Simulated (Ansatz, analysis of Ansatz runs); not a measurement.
## Reproducing a measured vacancy formation: monovacancy in Ni

Subject: monovacancy in Ni. Wanted: its vacancy formation, in one set-up (PBE, 64-site cell, PBE lattice, 350 eV, k: 3x3x3 Gamma-centred). The model is a cell of 64 host atoms with 1 Ni taken out. The formation energy is the energy of the cell with the vacancy less that of the same number of atoms in the perfect cell. This set-up takes another basis size than the usual one.

Measured beforehand: Vacancy formation energy: 1.6 eV (“Anomalous Diffusion along Metal/Ceramic Interfaces”, 2018, arxiv:1807.04708).

Calculated with Ansatz 0.2.0; plane-wave PAW DFT, PBE; relaxation of all atoms of a defect supercell.

## (1) Starting point

The cell holds 63 atoms: 63 Ni. Its edges and angles: a = 9.958 Å, b = 9.958 Å, c = 9.958 Å, α = 60.0°, β = 60.0°, γ = 60.0°. It derives from Ni (space group Fm-3m). Nearest the centre at fractional (0.500, 0.500, 0.500): Ni31 at 2.49 Å, Ni28 at 2.49 Å, Ni27 at 2.49 Å, Ni45 at 2.49 Å, Ni42 at 2.49 Å, Ni43 at 2.49 Å, Ni40 at 2.49 Å, Ni58 at 2.49 Å.

The host's primitive cell comes from a first run (plane-wave PAW DFT, PBE; relaxation of the host's cell and atoms): vectors of 2.489, 2.489 and 2.489 Å. That is 10.91 Å³ an atom, 0.3 % under the diffraction cell's volume. The supercell is built on it.

## (2) Relaxation, charge 0

Every later number rests on the structure around the defect, so the atoms are relaxed at the host's lattice first.

relax/input.yaml

```yaml
relax:
  f_tol: 0.02
  max_steps: 80
  escape_saddle: false
crystal:
  lattice:
    - [0.0, 7.04109755, 7.04109755]
    - [7.04109755, 0.0, 7.04109755]
    - [7.04109755, 7.04109755, 0.0]
  atoms:
    - { symbol: Ni, position: [0.0, 0.0, 0.0], spin: 0.7 }
    - { symbol: Ni, position: [0.0, 0.0, 0.25], spin: 0.7 }
    - { symbol: Ni, position: [0.0, 0.0, 0.5], spin: 0.7 }
    - { symbol: Ni, position: [0.0, 0.0, 0.75], spin: 0.7 }
    - { symbol: Ni, position: [0.0, 0.25, 0.0], spin: 0.7 }
    - { symbol: Ni, position: [0.0, 0.25, 0.25], spin: 0.7 }
    - { symbol: Ni, position: [0.0, 0.25, 0.5], spin: 0.7 }
    - { symbol: Ni, position: [0.0, 0.25, 0.75], spin: 0.7 }
    - { symbol: Ni, position: [0.0, 0.5, 0.0], spin: 0.7 }
    - { symbol: Ni, position: [0.0, 0.5, 0.25], spin: 0.7 }
    - { symbol: Ni, position: [0.0, 0.5, 0.5], spin: 0.7 }
    - { symbol: Ni, position: [0.0, 0.5, 0.75], spin: 0.7 }
    - { symbol: Ni, position: [0.0, 0.75, 0.0], spin: 0.7 }
    - { symbol: Ni, position: [0.0, 0.75, 0.25], spin: 0.7 }
    - { symbol: Ni, position: [0.0, 0.75, 0.5], spin: 0.7 }
    - { symbol: Ni, position: [0.0, 0.75, 0.75], spin: 0.7 }
    - { symbol: Ni, position: [0.25, 0.0, 0.0], spin: 0.7 }
    - { symbol: Ni, position: [0.25, 0.0, 0.25], spin: 0.7 }
    - { symbol: Ni, position: [0.25, 0.0, 0.5], spin: 0.7 }
    - { symbol: Ni, position: [0.25, 0.0, 0.75], spin: 0.7 }
    - { symbol: Ni, position: [0.25, 0.25, 0.0], spin: 0.7 }
    - { symbol: Ni, position: [0.25, 0.25, 0.25], spin: 0.7 }
    - { symbol: Ni, position: [0.25, 0.25, 0.5], spin: 0.7 }
    - { symbol: Ni, position: [0.25, 0.25, 0.75], spin: 0.7 }
    - { symbol: Ni, position: [0.25, 0.5, 0.0], spin: 0.7 }
    - { symbol: Ni, position: [0.25, 0.5, 0.25], spin: 0.7 }
    - { symbol: Ni, position: [0.25, 0.5, 0.5], spin: 0.7 }
    - { symbol: Ni, position: [0.25, 0.5, 0.75], spin: 0.7 }
    - { symbol: Ni, position: [0.25, 0.75, 0.0], spin: 0.7 }
    - { symbol: Ni, position: [0.25, 0.75, 0.25], spin: 0.7 }
    - { symbol: Ni, position: [0.25, 0.75, 0.5], spin: 0.7 }
    - { symbol: Ni, position: [0.25, 0.75, 0.75], spin: 0.7 }
    - { symbol: Ni, position: [0.5, 0.0, 0.0], spin: 0.7 }
    - { symbol: Ni, position: [0.5, 0.0, 0.25], spin: 0.7 }
    - { symbol: Ni, position: [0.5, 0.0, 0.5], spin: 0.7 }
    - { symbol: Ni, position: [0.5, 0.0, 0.75], spin: 0.7 }
    - { symbol: Ni, position: [0.5, 0.25, 0.0], spin: 0.7 }
    - { symbol: Ni, position: [0.5, 0.25, 0.25], spin: 0.7 }
    - { symbol: Ni, position: [0.5, 0.25, 0.5], spin: 0.7 }
    - { symbol: Ni, position: [0.5, 0.25, 0.75], spin: 0.7 }
    - { symbol: Ni, position: [0.5, 0.5, 0.0], spin: 0.7 }
    - { symbol: Ni, position: [0.5, 0.5, 0.25], spin: 0.7 }
    - { symbol: Ni, position: [0.5, 0.5, 0.75], spin: 0.7 }
    - { symbol: Ni, position: [0.5, 0.75, 0.0], spin: 0.7 }
    - { symbol: Ni, position: [0.5, 0.75, 0.25], spin: 0.7 }
    - { symbol: Ni, position: [0.5, 0.75, 0.5], spin: 0.7 }
    - { symbol: Ni, position: [0.5, 0.75, 0.75], spin: 0.7 }
    - { symbol: Ni, position: [0.75, 0.0, 0.0], spin: 0.7 }
    - { symbol: Ni, position: [0.75, 0.0, 0.25], spin: 0.7 }
    - { symbol: Ni, position: [0.75, 0.0, 0.5], spin: 0.7 }
    - { symbol: Ni, position: [0.75, 0.0, 0.75], spin: 0.7 }
    - { symbol: Ni, position: [0.75, 0.25, 0.0], spin: 0.7 }
    - { symbol: Ni, position: [0.75, 0.25, 0.25], spin: 0.7 }
    - { symbol: Ni, position: [0.75, 0.25, 0.5], spin: 0.7 }
    - { symbol: Ni, position: [0.75, 0.25, 0.75], spin: 0.7 }
    - { symbol: Ni, position: [0.75, 0.5, 0.0], spin: 0.7 }
    - { symbol: Ni, position: [0.75, 0.5, 0.25], spin: 0.7 }
    - { symbol: Ni, position: [0.75, 0.5, 0.5], spin: 0.7 }
    - { symbol: Ni, position: [0.75, 0.5, 0.75], spin: 0.7 }
    - { symbol: Ni, position: [0.75, 0.75, 0.0], spin: 0.7 }
    - { symbol: Ni, position: [0.75, 0.75, 0.25], spin: 0.7 }
    - { symbol: Ni, position: [0.75, 0.75, 0.5], spin: 0.7 }
    - { symbol: Ni, position: [0.75, 0.75, 0.75], spin: 0.7 }
basis:
  ecutwfc: 350
  xc_grid: 2
hamiltonian:
  xc: pbe
kpoints:
  mp_grid: { grid: [3, 3, 3] }
magnetization:
  spin_polarized: true
scf:
  occupations: { method: methfessel_paxton, width: 0.1 }
  max_iter: 120
output:
  forces: true
checkpoint:
  write: "../relax.run"
  compress: false
  write_wavefunctions: true
  write_every: 100000
```

Run with:

```console
$ ansatz run input.yaml --threads 4 --pin off --max-ram 14131MiB --backend cpu --events-out ev --progress --plain --runs-dir out
```

Numbers of over 12 decimals in the logs are rounded to 6 here.

The program printed:

```text
[... repeated set-up lines and file paths are left out, and long positions are rounded to six places ...]
Warning: basis.ecutwfc = 350 eV is below the records' recommended 420 eV, and the density's cutoff is lower with it unless basis.ecutrho_ratio is high enough to keep the records' density cutoff: compare with a run at a higher cutoff
Engine: ansatz 0.2.0, aarch64-unknown-linux-gnu
Pseudopotentials: kind: paw
Pseudopotential: Ni, paw, valence charge 18, recommended cutoff 420 eV (normal), Ni.paw.azcp
Functional definition: PBE
  parameter kappa = 0.804
  parameter beta = 0.066725
  exchange = pbe_x(kappa = kappa, mu = beta*pi^2/3)
  correlation = pbe_c(beta = beta)
Crystal: 63 atoms, lattice volume = 698.154 Å³
Basis set: ecut = 350 eV, 10417 PW (Γ), exchange–correlation on 128×128×128 points (8 copies of the dense FFT grid, shifted against one another)
Bands: 707, of which v1, the nominal top of the filled ones, is band 567 counted from 1 (566 counted from 0)
Symmetry: 48 space group operations
Space group: Fm-3m (ITA 225), of the structure as read, at distance tolerance 8.9e-5 Å
Magnetic group: BNS 225.116 (UNI 1618), of the structure as read, at distance tolerance 8.9e-5 Å
k-points: 4 of 27
Non-local potential: Ni, projectors of the file, l = 0: 3, l = 1: 2, l = 2: 3, l = 3: 1
PAW form: soft (Blöchl's): semilocal exchange-correlation on the pseudo side does not see the compensation charge
PAW one-centre angular grid: Ni, 590 points (default); XC on 64 Gauss nodes
Initial density: superposition of atomic densities (chi_scale 0.1, normalization cell)
Starting moments: Σ|m| = 44.1 μB on 63 of 63 sites
Initial wavefunctions: pseudopotential atomic-orbital guess
Functional: x = pbe(κ = 0.804, μ = 0.219515), c = pbe(β = 0.066725)
iter 1 solved again at ethr=2.34e-3 eV; its pass at ethr=3.10e-3 eV (dr2=2.65e1 eV) is discarded
SCF iter   1: F=—  HF=-367850.297882 eV  |F-HF|=—  |Δ(HF+E_count)|=         —  Δρ=7.07e-2 (↑1.23e-2 ↓7.07e-2)  dr2=2.65e1  dr2_m=6.53e0  M=49.354 μB ∫|m|=51.478 μB  β_m=0.30  ethr=2.34e-3  ⟨swp⟩=2.0  Hψ=23364  notcnv=0
Mixer restart at iter 1: flushing history
preconditioner: auto → Kerker (q_TF=auto, 2.958 Å⁻¹)  [metal: Δε(μ)=0.006 eV  Ē_g=8.108 eV  σ=0.100 eV  W_gap=0.03  n_scr=306 (ndim 8)  ℏωp=35.3 eV  f_vac=0.003  D(μ)=99.10/eV (n_scr^D=1470)]
spin=Collinear: Kerker preconditioning applied to the charge; magnetization (m = ρ↑ − ρ↓) channel mixes plain (no charge-response kernel on spin).
SCF iter   2: F=—  HF=-367849.598957 eV  |F-HF|=—  |Δ(HF+E_count)|=   6.99e-1  Δρ=3.23e-2 (↑3.23e-2 ↓1.89e-2)  dr2=2.29e0  dr2_m=3.26e0  M=48.306 μB ∫|m|=51.237 μB  β_m=0.33  ethr=2.34e-3  ⟨swp⟩=2.2  Hψ=9028  notcnv=0
SCF iter   3: F=—  HF=-367869.196203 eV  |F-HF|=—  |Δ(HF+E_count)|=    1.96e1  Δρ=2.76e-2 (↑2.76e-2 ↓9.97e-3)  dr2=3.13e0  dr2_m=1.40e0  M=47.193 μB ∫|m|=51.049 μB  β_m=0.56  ethr=2.02e-4  ⟨swp⟩=2.5  Hψ=8638  notcnv=0  defer=862
SCF iter   4: F=—  HF=-367896.649461 eV  |F-HF|=—  |Δ(HF+E_count)|=    2.75e1  Δρ=1.67e-2 (↑1.67e-2 ↓1.30e-2)  dr2=4.54e0  dr2_m=6.45e-2  M=45.136 μB ∫|m|=50.618 μB  β_m=0.78  ethr=2.02e-4  ⟨swp⟩=2.0  Hψ=8581  notcnv=0  defer=876
SCF iter   5: F=—  HF=-367900.423426 eV  |F-HF|=—  |Δ(HF+E_count)|=    3.77e0  Δρ=1.30e-2 (↑9.15e-3 ↓1.30e-2)  dr2=2.20e0  dr2_m=2.90e-2  M=44.053 μB ∫|m|=50.095 μB  β_m=0.57  ethr=2.02e-4  ⟨swp⟩=2.0  Hψ=8754  notcnv=0  defer=875
SCF iter   6: F=—  HF=-367900.157367 eV  |F-HF|=—  |Δ(HF+E_count)|=   2.66e-1  Δρ=1.83e-3 (↑1.76e-3 ↓1.83e-3)  dr2=2.42e-1  dr2_m=5.98e-4  M=43.948 μB ∫|m|=50.025 μB  β_m=0.71  ethr=1.94e-4  ⟨swp⟩=2.0  Hψ=8936  notcnv=0  defer=880
SCF iter   7: F=—  HF=-367900.142422 eV  |F-HF|=—  |Δ(HF+E_count)|=         —  Δρ=1.18e-3 (↑9.12e-4 ↓1.18e-3)  dr2=4.18e-2  dr2_m=3.74e-3  M=43.873 μB ∫|m|=49.946 μB  β_m=0.71  ethr=2.14e-5  ⟨swp⟩=1.0  Hψ=5656  notcnv=0  defer=880
Mixer restart at iter 7: flushing history
SCF iter   8: F=—  HF=-367900.143060 eV  |F-HF|=—  |Δ(HF+E_count)|=   6.38e-4  Δρ=1.46e-3 (↑6.89e-4 ↓1.46e-3)  dr2=3.17e-2  dr2_m=2.67e-3  M=43.829 μB ∫|m|=49.910 μB  β_m=0.83  ethr=3.69e-6  ⟨swp⟩=2.0  Hψ=6632  notcnv=0  defer=880
SCF iter   9: F=—  HF=-367900.148004 eV  |F-HF|=—  |Δ(HF+E_count)|=   4.94e-3  Δρ=2.12e-3 (↑1.16e-3 ↓2.12e-3)  dr2=5.71e-2  dr2_m=1.98e-3  M=43.821 μB ∫|m|=49.906 μB  β_m=0.51  ethr=2.80e-6  ⟨swp⟩=2.4  Hψ=9908  notcnv=0  defer=880
SCF iter  10: F=—  HF=-367900.139304 eV  |F-HF|=—  |Δ(HF+E_count)|=   8.70e-3  Δρ=2.51e-4 (↑2.29e-4 ↓2.51e-4)  dr2=3.01e-3  dr2_m=5.59e-5  M=43.799 μB ∫|m|=49.888 μB  β_m=0.72  ethr=2.80e-6  ⟨swp⟩=2.0  Hψ=7776  notcnv=0  defer=880
SCF iter  11: F=—  HF=-367900.139342 eV  |F-HF|=—  |Δ(HF+E_count)|=   3.78e-5  Δρ=3.60e-4 (↑1.93e-4 ↓3.60e-4)  dr2=1.95e-3  dr2_m=1.33e-4  M=43.796 μB ∫|m|=49.885 μB  β_m=0.69  ethr=2.65e-7  ⟨swp⟩=2.0  Hψ=7978  notcnv=0  defer=880
SCF iter  12: F=—  HF=-367900.139350 eV  |F-HF|=—  |Δ(HF+E_count)|=   8.05e-6  Δρ=2.97e-4 (↑1.32e-4 ↓2.97e-4)  dr2=1.30e-3  dr2_m=9.17e-5  M=43.816 μB ∫|m|=49.905 μB  β_m=0.79  ethr=1.72e-7  ⟨swp⟩=2.0  Hψ=7813  notcnv=0  defer=880
SCF iter  13: F=—  HF=-367900.139443 eV  |F-HF|=—  |Δ(HF+E_count)|=   9.32e-5  Δρ=2.98e-4 (↑1.62e-4 ↓2.98e-4)  dr2=9.00e-4  dr2_m=3.69e-5  M=43.825 μB ∫|m|=49.915 μB  β_m=0.56  ethr=1.15e-7  ⟨swp⟩=2.0  Hψ=9772  notcnv=0  defer=880
SCF iter  14: F=—  HF=-367900.139265 eV  |F-HF|=—  |Δ(HF+E_count)|=   1.78e-4  Δρ=3.94e-5 (↑2.60e-5 ↓3.94e-5)  dr2=4.07e-5  dr2_m=7.29e-7  M=43.818 μB ∫|m|=49.909 μB  β_m=0.69  ethr=7.94e-8  ⟨swp⟩=2.0  Hψ=9869  notcnv=0  defer=880
SCF iter  15: F=—  HF=-367899.882651 eV  |F-HF|=—  |Δ(HF+E_count)|=         —  Δρ=1.75e-3 (↑1.19e-3 ↓1.75e-3)  dr2=2.29e-3  dr2_m=1.29e-2  M=44.379 μB ∫|m|=50.415 μB  β_m=0.69  ethr=3.59e-9  ⟨swp⟩=2.0  Hψ=6725  notcnv=0  defer=880
Mixer restart at iter 15: flushing history
iteration 15: the input's own smearing fills from here on; a Gaussian of 0.1 eV has filled iterations ahead of it
SCF iter  16: F=—  HF=-367899.886151 eV  |F-HF|=—  |Δ(HF+E_count)|=   3.50e-3  S|Δr|=    0.00e0  Δρ=2.14e-3 (↑9.52e-4 ↓2.14e-3)  dr2=4.36e-2  dr2_m=7.13e-3  M=44.453 μB ∫|m|=50.528 μB  β_m=0.80  ethr=3.59e-9  ⟨swp⟩=3.1  Hψ=11985  notcnv=0  defer=880  recentre
SCF iter  17: F=—  HF=-367899.898961 eV  |F-HF|=—  |Δ(HF+E_count)|=   1.28e-2  S|Δr|=    0.00e0  Δρ=6.63e-3 (↑1.51e-3 ↓6.63e-3)  dr2=4.59e-1  dr2_m=4.55e-2  M=44.499 μB ∫|m|=50.590 μB  β_m=0.55  ethr=3.59e-9  ⟨swp⟩=4.0  Hψ=15553  notcnv=0  defer=880
SCF iter  18: F=—  HF=-367899.886489 eV  |F-HF|=—  |Δ(HF+E_count)|=   1.25e-2  S|Δr|=    0.00e0  Δρ=1.29e-3 (↑3.65e-4 ↓1.29e-3)  dr2=1.77e-2  dr2_m=1.42e-3  M=44.561 μB ∫|m|=50.688 μB  β_m=0.38  ethr=3.59e-9  ⟨swp⟩=3.6  Hψ=14451  notcnv=0  defer=880
SCF iter  19: F=—  HF=-367899.885796 eV  |F-HF|=—  |Δ(HF+E_count)|=   6.93e-4  S|Δr|=    0.00e0  Δρ=4.75e-4 (↑1.05e-4 ↓4.75e-4)  dr2=2.30e-3  dr2_m=2.48e-4  M=44.558 μB ∫|m|=50.689 μB  β_m=0.30  ethr=3.59e-9  ⟨swp⟩=2.5  Hψ=10024  notcnv=0  defer=880
SCF iter  20: F=—  HF=-367899.885741 eV  |F-HF|=—  |Δ(HF+E_count)|=   5.49e-5  S|Δr|=    0.00e0  Δρ=1.76e-4 (↑6.05e-5 ↓1.76e-4)  dr2=2.40e-4  dr2_m=3.99e-5  M=44.560 μB ∫|m|=50.696 μB  β_m=0.27  ethr=3.59e-9  ⟨swp⟩=2.0  Hψ=9177  notcnv=0  defer=880
SCF iter  21: F=—  HF=-367899.885736 eV  |F-HF|=—  |Δ(HF+E_count)|=   5.16e-6  S|Δr|=    0.00e0  Δρ=7.51e-5 (↑4.34e-5 ↓7.51e-5)  dr2=2.98e-5  dr2_m=1.25e-5  M=44.561 μB ∫|m|=50.700 μB  β_m=0.32  ethr=3.59e-9  ⟨swp⟩=2.0  Hψ=7603  notcnv=0  defer=880
SCF iter  22: F=—  HF=-367899.885747 eV  |F-HF|=—  |Δ(HF+E_count)|=   1.16e-5  S|Δr|=    0.00e0  Δρ=7.14e-5 (↑2.52e-5 ↓7.14e-5)  dr2=4.28e-5  dr2_m=6.69e-6  M=44.559 μB ∫|m|=50.706 μB  β_m=0.25  ethr=2.63e-9  ⟨swp⟩=2.0  Hψ=7098  notcnv=0  defer=880
SCF iter  23: F=-367899.885745 eV  HF=-367899.885748 eV  |F-HF|=3.00e-6  |Δ(HF+E_count)|=   7.19e-7  S|Δr|=    0.00e0  Δρ=2.57e-5 (↑1.39e-5 ↓2.57e-5)  dr2=4.61e-6  dr2_m=1.11e-6  M=44.559 μB ∫|m|=50.710 μB  ethr=8.82e-10  ⟨swp⟩=2.0  Hψ=14020  notcnv=0
SCF 1 converged in 23 iterations: F = -367899.885745 eV  dr2 = 4.61e-6
  greatest PAW one-centre occupation: 1.001 electrons in one spin orbital (limit 2), on the Ni atom at site 56 (counted from 0), in its partial waves of l = 1
relax step   1: F+E_penalty+E_count = -367899.88574522 eV  Δ(F+E_penalty+E_count) = +0.000e0 eV  max|allowed force component| = 1.502e-1 eV/Å  Δτ_max = 0.0000 Å  (23 SCF iters, dr2 threshold 1.00e-5 eV, accepted)
[... the SCF cycles and remarks between the steps are left out from here to the last step ...]
relax step   2: F+E_penalty+E_count = -367899.90977570 eV  Δ(F+E_penalty+E_count) = -2.403e-2 eV  max|allowed force component| = 1.028e-1 eV/Å  Δτ_max = 0.0088 Å  (17 SCF iters, dr2 threshold 1.41e-6 eV, accepted)
relax step   3: F+E_penalty+E_count = -367899.92843043 eV  Δ(F+E_penalty+E_count) = -1.865e-2 eV  max|allowed force component| = 5.178e-3 eV/Å  Δτ_max = 0.0181 Å  (19 SCF iters, dr2 threshold 6.60e-7 eV, accepted)
iter 1 solved again at ethr=1.54e-11 eV; its pass at ethr=3.10e-3 eV (dr2=1.74e-7 eV) is discarded
SCF iter   1: F=—  HF=-367899.928431 eV  |F-HF|=—  |Δ(HF+E_count)|=         —  Δρ=4.51e-6 (↑1.46e-6 ↓4.51e-6)  dr2=1.75e-7  dr2_m=3.64e-8  M=44.526 μB ∫|m|=50.688 μB  β_m=0.30  ethr=1.54e-11  ⟨swp⟩=1.0  Hψ=15623  notcnv=0  defer=695
SCF iter   2: F=—  HF=-367899.928431 eV  |F-HF|=—  |Δ(HF+E_count)|=   1.81e-8  S|Δr|=    0.00e0  Δρ=5.91e-6 (↑2.45e-6 ↓5.91e-6)  dr2=4.34e-7  dr2_m=2.67e-8  M=44.526 μB ∫|m|=50.688 μB  β_m=0.30  ethr=1.54e-11  ⟨swp⟩=2.0  Hψ=6923  notcnv=0  defer=695
SCF iter   3: F=—  HF=-367899.928431 eV  |F-HF|=—  |Δ(HF+E_count)|=   7.33e-9  S|Δr|=    0.00e0  Δρ=4.83e-6 (↑1.06e-6 ↓4.83e-6)  dr2=2.46e-7  dr2_m=3.81e-8  M=44.526 μB ∫|m|=50.688 μB  β_m=0.33  ethr=1.54e-11  ⟨swp⟩=2.0  Hψ=6912  notcnv=0  defer=695
SCF iter   4: F=—  HF=-367899.928431 eV  |F-HF|=—  |Δ(HF+E_count)|=   2.35e-8  S|Δr|=    0.00e0  Δρ=6.58e-6 (↑1.86e-6 ↓6.58e-6)  dr2=5.28e-7  dr2_m=4.07e-8  M=44.526 μB ∫|m|=50.688 μB  β_m=0.22  ethr=1.54e-11  ⟨swp⟩=2.0  Hψ=6824  notcnv=0  defer=695
SCF iter   5: F=-367899.928430 eV  HF=-367899.928431 eV  |F-HF|=8.09e-8  |Δ(HF+E_count)|=   1.11e-8  S|Δr|=    0.00e0  Δρ=2.57e-6 (↑5.40e-7 ↓2.57e-6)  dr2=9.41e-8  dr2_m=1.01e-8  M=44.526 μB ∫|m|=50.688 μB  ethr=8.82e-12  ⟨swp⟩=1.4  Hψ=11962  notcnv=0
SCF 4 converged in 5 iterations: F = -367899.928430 eV  dr2 = 9.41e-8
relax step   4: F+E_penalty+E_count = -367899.92843049 eV  Δ(F+E_penalty+E_count) = -6.321e-8 eV  max|allowed force component| = 5.184e-3 eV/Å  Δτ_max = 0.0000 Å  (5 SCF iters, accepted)
NSCF: frozen V_eff on 4 k-points
the band table was solved once a step of the walk had ended and its energy, with any forces and stress, was formed, with the checks that follow a solve (17131 applications of the Hamiltonian). They found nothing against the state; [...]
SCF converged after 5 iterations
Stability not checked: this state was not tested for a lower state beside it, because cold or Methfessel-Paxton smearing, or corrected tetrahedra, fill the levels in a way that the test cannot read (fill_not_monotonic; see scf.lower_state_search)
Magnetization: 44.5264 μB (589.2632 up, 544.7368 down)
Absolute magnetization: 50.7418 μB (∫|ρ↑−ρ↓|, with the PAW one-centre terms)
Spin contamination: 0.5309 ħ² per cell (⟨S²⟩ above its minimum at these occupations)
Per-site moments (μB) at R_I (Å): [(0.739428, 1.027484), (0.746083, 1.026275), (0.766939, 1.026275), [... 60 left out ...]
Free energy (F): -367899.928430 eV
Harris-Foulkes:  -367899.928431 eV  (|F-HF|=8.09e-8)
Internal energy: -367899.946112 eV  (E = F + TS)
E sigma→0 (E₀):  -367899.932851 eV
Entropy (-TS):   0.017682 eV (0.281 meV/atom)
Fermi energy:    17.755180 eV
--- Per-component energies (eV) ---
  E_band       = -18393.848840
  E_kinetic    = 17756.182188
  E_local      = -220545.740997  (includes V_loc(G=0)·N_el)
  E_nonlocal   = 40136.721301
  E_hartree    = 92189.410959
  E_xc         = -5333.323900
  E_vxc        = -6876.622337  (∫ρ·V_xc dr)
  E_paw        = -102748.737516  (= ΣΔE_a)
  E_vpaw       = -33243.236487  (= ΣTr[D̂ρ^β])
  E_aug_tail   = 0.021577  (compensation charges beyond the density's cutoff)
  E_ewald      = -189354.479724
  E_smearing   = 0.017682  (= −TS)
  E_closure    = 0.000000  (closes the sum)
  Σ components = -367899.928430   (vs F -367899.928430, Δ=0.00e0)
--- Forces (eV/Å), atoms counted from 1 ---
  atom   1  Ni    -0.00000000     0.00000000     0.00000000
  atom   2  Ni     0.00179089     0.00179089     0.00000000
  [... 24 atoms left out ...]
  atom  27  Ni     0.00000000    -0.00050483    -0.00050483
  atom  28  Ni     0.00050483    -0.00000000    -0.00050483
  [... 2 atoms left out ...]
  atom  31  Ni     0.00050483    -0.00050483    -0.00000000
  [... 8 atoms left out ...]
  atom  40  Ni    -0.00000000     0.00050483    -0.00050483
  [... 1 atom left out ...]
  atom  42  Ni    -0.00050483    -0.00050483     0.00000000
  atom  43  Ni     0.00050483     0.00050483    -0.00000000
  [... 1 atom left out ...]
  atom  45  Ni     0.00000000    -0.00050483     0.00050483
  [... 8 atoms left out ...]
  atom  54  Ni    -0.00050483     0.00050483     0.00000000
  [... 2 atoms left out ...]
  atom  57  Ni    -0.00050483     0.00000000     0.00050483
  atom  58  Ni    -0.00000000     0.00050483     0.00050483
  [... 5 atoms left out ...]
  max |Σ_I F_I| component: 3.09e-18 eV/Å
--- Band table (eV; the first three rows and the last of 8) ---
  k-point 0 ↑: bands = ["-85.9911", "-85.9868", "-85.9868", "-85.9868", [... 699 left out ...] "30.6423", "32.0647", "32.0815", "32.0815"]
  k-point 1 ↑: bands = ["-85.9900", "-85.9878", "-85.9866", "-85.9866", [... 699 left out ...] "30.3921", "30.3963", "30.9186", "30.9319"]
  [... further k-points left out ...]
--- Relaxed structure (4 steps of the walk, 4 accepted, 0 SCFs on fresh bases) ---
  F+E_penalty+E_count = -367899.92843049 eV   max|allowed force component| = 5.184e-3 eV/Å
  atoms:
    - { symbol: Ni, position: [0, 0, 0] }
    - { symbol: Ni, position: [0, 0, 0.250147] }
    [... 24 atoms left out ...]
    - { symbol: Ni, position: [0.252702, 0.5, 0.5] }
    - { symbol: Ni, position: [0.252702, 0.5, 0.747298] }
    [... 2 atoms left out ...]
    - { symbol: Ni, position: [0.252702, 0.747298, 0.5] }
    [... 8 atoms left out ...]
    - { symbol: Ni, position: [0.5, 0.252702, 0.747298] }
    [... 1 atom left out ...]
    - { symbol: Ni, position: [0.5, 0.5, 0.252702] }
    - { symbol: Ni, position: [0.5, 0.5, 0.747298] }
    [... 1 atom left out ...]
    - { symbol: Ni, position: [0.5, 0.747298, 0.252702] }
    [... 8 atoms left out ...]
    - { symbol: Ni, position: [0.747298, 0.252702, 0.5] }
    [... 2 atoms left out ...]
    - { symbol: Ni, position: [0.747298, 0.5, 0.252702] }
    - { symbol: Ni, position: [0.747298, 0.5, 0.500000] }
    [... 5 atoms left out ...]
```

It took 15 min on 4 threads of Arm Neoverse V1, shared host; peak memory 9.1 GiB; 60 min of CPU time.

(Continued in part 2 of 2.)

[Logs are printed without paths, hosts, clocks, repeated set-up lines and the standing remarks that a program may print on its own settings, such as how far it seeks lower states.]

[Hosts, paths, dates, database ids (printed as entryN), source tags and the programs' standing remarks are cut or masked in the printed files.]

[For some hosts the program warned that the k-mesh of the response run may be too coarse for force constants and the static dielectric constant; such warnings are not shown here.]
